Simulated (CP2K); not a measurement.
Consider 3-silylthiophene at its PBE geometry (Å).

```xyz
12

Si   -1.9597    0.0108   -0.0428
C    -0.1028   -0.1364    0.0016
C     0.8120    0.9684    0.0364
C     2.1323    0.5826    0.0489
S     2.2840   -1.1278    0.0182
C     0.5812   -1.3406   -0.0102
H    -2.5838   -1.0293    0.8242
H    -2.4934   -0.1650   -1.4255
H    -2.3602    1.3620    0.4429
H     0.5023    2.0120    0.0573
H     3.0182    1.2096    0.0782
H     0.1700   -2.3463   -0.0290
```

Method: CP2K XAS_TDP, all-electron GAPW, PBEh(45%), aug-pc-1, TDA, no relativity.

Predict the bright core excitations at the C K edge.

Leading lines: C2 281.17 eV, C3 281.52 eV, C4 281.56 eV and C6 281.41 eV. The leading line of an atom is its first one with 35 % of the strongest within 2.5 eV of its lowest line over the strength cut. 

The first six lines of each atom with a strength over 0.0015:

```csv
atom,energy (eV),states,"strength, one atom"
C2 (bonded to 2 C and Si),281.17,1,0.0417
,283.52,1,0.0076
,284.06,1,0.0108
,284.31,1,0.0040
,284.54,1,0.0054
,284.96,1,0.0035
C3 (bonded to 2 C and H),281.52,1,0.0505
,283.34,1,0.0078
,284.19,1,0.0104
,284.68,1,0.0058
,285.15,1,0.0040
,285.75,1,0.0034
"C4 (bonded to C, S and H)",281.56,1,0.0517
,284.03,1,0.0321
,284.68,1,0.0133
,285.53,1,0.0057
,285.75,1,0.0016
,286.79,1,0.0018
"C6 (bonded to C, S and H)",281.41,1,0.0530
,284.19,1,0.0286
,284.86,1,0.0169
,285.72,1,0.0050
,286.15,1,0.0025
,286.35,1,0.0019
```

Lines are vertical, at one geometry, with no vibrational structure. Without a correction of the core level, line positions, and the gaps between valence and Rydberg lines, follow the share of exact exchange. At this level such K lines come out 3 to 6 eV under measured ones. These values hold no scalar relativity, about 0.1 eV for C 1s. Rydberg lines, and the discretised continuum above threshold, depend on the basis and the box.

[Banner, clock and machine lines of the logs are left out without a mark of their own.]

[Logs are printed without paths, hosts, clocks, repeated set-up lines and the standing remarks that a program may print on its own settings, such as how far it seeks lower states.]

[Hosts, paths, dates, database ids (printed as entryN), source tags and the programs' standing remarks are cut or masked in the printed files.]
